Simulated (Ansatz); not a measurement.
# La on Hf(0001): change of the work function, part 2 of 2

Aim: the work function of Hf(0001) at several coverages of La (fcc site), and the dipole that each adsorbate carries.

Ansatz 0.2.0; plane-wave DFT, PBE, Ansatz PAW.

So far, work function, upper face (eV): step 2 (the clean slab) 4.33; step 3 (37 atoms, coverage 0.111 ML, cell 3x3) 3.04.

## (4) The covered slab, k-mesh 6×6×1, coverage 0.25 ML (continued)

Projected DOS per atom over height of the atomic layer and energy from the Fermi level. Layers: Hf4 Hf4 Hf4 Hf4 La from below.

Values in states/eV, 22 rows by 5 columns, each cell a mean:
```
 1.0  1.3  1.5  1.5  2.2
 1.0  1.2  1.4  1.3  5.0
 1.8  1.5  1.4  1.2 30.3
 1.9  1.2  1.1  1.4  3.6
 1.9  0.9  0.9  1.1  1.7
 1.3  0.8  0.8  1.2  2.0
 1.5  1.7  1.6  1.8  2.1
 1.0  0.9  1.0  1.2  0.6
 0.5  0.6  0.6  0.5  0.2
 0.7  0.9  1.0  0.7  0.2
 0.7  0.7  0.8  0.7  0.2
 0.5  0.8  0.8  0.5  0.1
 0.4  0.6  0.6  0.4  0.1
 0.2  0.2  0.1  0.2  0.1
 0.2  0.3  0.3  0.2  0.0
 0.1  0.1  0.1  0.1  0.0
 0.1  0.2  0.2  0.1  0.0
 0.1  0.1  0.1  0.1  0.0
 0.0  0.1  0.1  0.0  0.0
 0.0  0.0  0.0  0.0  0.0
 0.0  0.0  0.0  0.0  0.0
 0.0  0.0  0.0  0.0  0.0
```
Columns: height of the atomic layer (Å) from 9 to 19.2; rows upwards: energy from the Fermi level (eV) from -7.96 to 1.95.

ELF in the ca plane at fractional y = 0.000, with atoms of Hf within 0.2 Å of it. It is the smooth field of the valence electrons, not physical close to the nuclei.

Ten even steps from '0' (0.00) to '9' (0.83), each cell a mean:
```
52599973366678626999721222111111100000000000
42268742343234423676312333211100000000000000
33223212321222232222123444321100000000000000
25432235412332244322345544321100000000000000
25432235412332244322345544321100000000000000
33223212321222232222123444321100000000000000
42368742343234423676312333211100000000000000
52699973366678626999721222111111100000000000
52699983367888637999831211110111111000000000
52489962355456525999621112321112222100000000
42235422332222322465222236753112333210000000
34322224421221243222343379984222343321000000
25543345411331245323564489985222344321000000
34322224421221243222343369984222343321000000
42245522332223322565222136753112333210000000
52489962355556525999621112221112222100000000
52699983367888637999831211110111111000000000
```
Columns run along c (16.0 Å, from fractional 0.34 to 0.90 of the cell), rows up along a (6.4 Å). Atoms in or near the plane, at fractional coordinates: Hf at (0.40, 0.00), Hf at (0.57, 0.00), Hf at (0.40, 0.50), Hf at (0.57, 0.49).

Electrostatic potential energy in the ca plane at fractional y = 0.000, with atoms of Hf within 0.2 Å of it. With pseudopotentials it is smooth inside the atoms' cores, unlike the true potential.

Ten even steps from '0' (-35 eV) to '9' (9 eV), each cell a mean:
```
97300016899999972000268999999999999999999999
98521147898888886212589999999999999999999999
88866678987677888767899999999999999999999999
89988899986557899888999999999999999999999999
89988899986557899888999999999999999999999999
88865678987677888767899999999999999999999999
98520147898888885212589999999999999999999999
97300016899999972000268999999999999999999999
97201015899999961010168999999999999999999999
97400026899999873000378888888999999999999999
88753468988788886434688876678899999999999999
89887789987667898777898764467899999999999999
89988899987557899888998753357899999999999999
89887789987667898777898764467899999999999999
98743468998788886323688876678899999999999999
97400026899999873000378888888999999999999999
97201005899999961010168999999999999999999999
```
Columns run along c (16.0 Å, from fractional 0.34 to 0.90 of the cell; values clipped at the 3rd and 97th percentile), rows up along a (6.4 Å). Atoms in or near the plane, at fractional coordinates: Hf at (0.40, 0.00), Hf at (0.57, 0.00), Hf at (0.40, 0.50), Hf at (0.57, 0.49).

Valence density in the ca plane at fractional y = 0.000, with atoms of Hf within 0.2 Å of it. It is the smooth field of the valence electrons, not physical close to the nuclei.

Ten steps, logarithmic in the rise over the least value, from '0' (0 e/Å³) to '9' (31 e/Å³), each cell a mean:
```
11479852101111114798510000000000000000000000
11256531001111112455200000000000000000000000
11112210011111111121100000000000000000000000
10011100011221100110000000000000000000000000
10011100011221100110000000000000000000000000
11122210011111111121100000000000000000000000
11256531001111112565210000000000000000000000
11479852101111114798510000000000000000000000
11589962101111125899620000000000000000000000
11368741101111114787410000000000000000000000
11134321001111112444210011110000000000000000
10111110011221111111111122210000000000000000
10011000011221111111111122221000000000000000
10111110011221111111111122210000000000000000
11134421001111112454210011110000000000000000
11368741101111114787410000000000000000000000
11589962101111125899620000000000000000000000
```
Columns run along c (16.0 Å, from fractional 0.34 to 0.90 of the cell), rows up along a (6.4 Å). Atoms in or near the plane, at fractional coordinates: Hf at (0.40, 0.00), Hf at (0.57, 0.00), Hf at (0.40, 0.50), Hf at (0.57, 0.49).

The relaxation took 7 steps and lowered the energy by 1.2 eV; the largest force on the free atoms ends at 0.0054 eV/Å.

By hand: a sheet of dipoles makes a step −p/(ε₀A) in the electron's potential. With e/ε₀ = 180.95 V·Å, p = 0.3747 e·Å and A = 35.47 Å², that is −180.95 × (0.3747) / 35.47 = -1.912 eV, and the two vacuum levels of the run differ by -1.912 eV.

The covered face has 2.46 eV, -1.87 eV against the clean one; the bare back face has moved by -0.01 eV, a measure of how thin the slab is.

## (5) Work function against coverage

This step: plane-wave DFT, PBE, Ansatz PAW; work function against coverage (Ansatz 0.2.0).

The runs are now put side by side.

This step gave:

```yaml
work_function_of_the_clean_face: 4.332 eV
largest_change_of_the_work_function: -1.870 eV
```

Table of work function of the covered face by coverage:

```csv
coverage (adsorbates/nm²),work function of the covered face (eV)
0.00,4.33
1.25,3.04
2.82,2.46
```

The dipole per adsorbate comes from the change of the cell's dipole. Coverage, by row:

```csv
coverage (1/nm²),coverage (ML),work function (eV),change (eV),"dipole per adsorbate, positive end outwards (debye)",mean height of the added atoms over the highest substrate atom (Å)
1.253,0.1111,3.037,-1.295,2.733,2.511
2.819,0.25,2.462,-1.87,1.754,2.454
```

## (6) What came out

| Quantity | Value |
| --- | --- |
| work function of the clean face | 4.33 eV |
| work function at 0.11 ML | 3.04 eV |
| work function at 0.25 ML | 2.46 eV |
| dipole per adsorbate at 0.11 ML, positive end outwards | 2.73 D |

In words: La lowers the work function of Hf(0001) at the lowest coverage, by 1.30 eV: the adsorbate layer has its positive end outwards. The slab has 4 layers, at the tabulated experimental lattice constant, one starting site was run, and quantum-size effects of a slab this thin can reach one or two tenths of an eV. The main runs have no spin polarisation; a magnetic state could lie lower and would change these results.

[Long decimals in the printed logs are rounded to 6 places.]

[Logs are printed without paths, hosts, clocks, repeated set-up lines and the standing remarks that a program may print on its own settings, such as how far it seeks lower states.]

[Hosts, paths, dates, database ids (printed as entryN), source tags and the programs' standing remarks are cut or masked in the printed files.]

[Maps of the electrostatic potential energy from Ansatz leave out the sawtooth potential of an applied field or a dipole correction, so their vacuum need not be flat; planar profiles and work functions include it.]
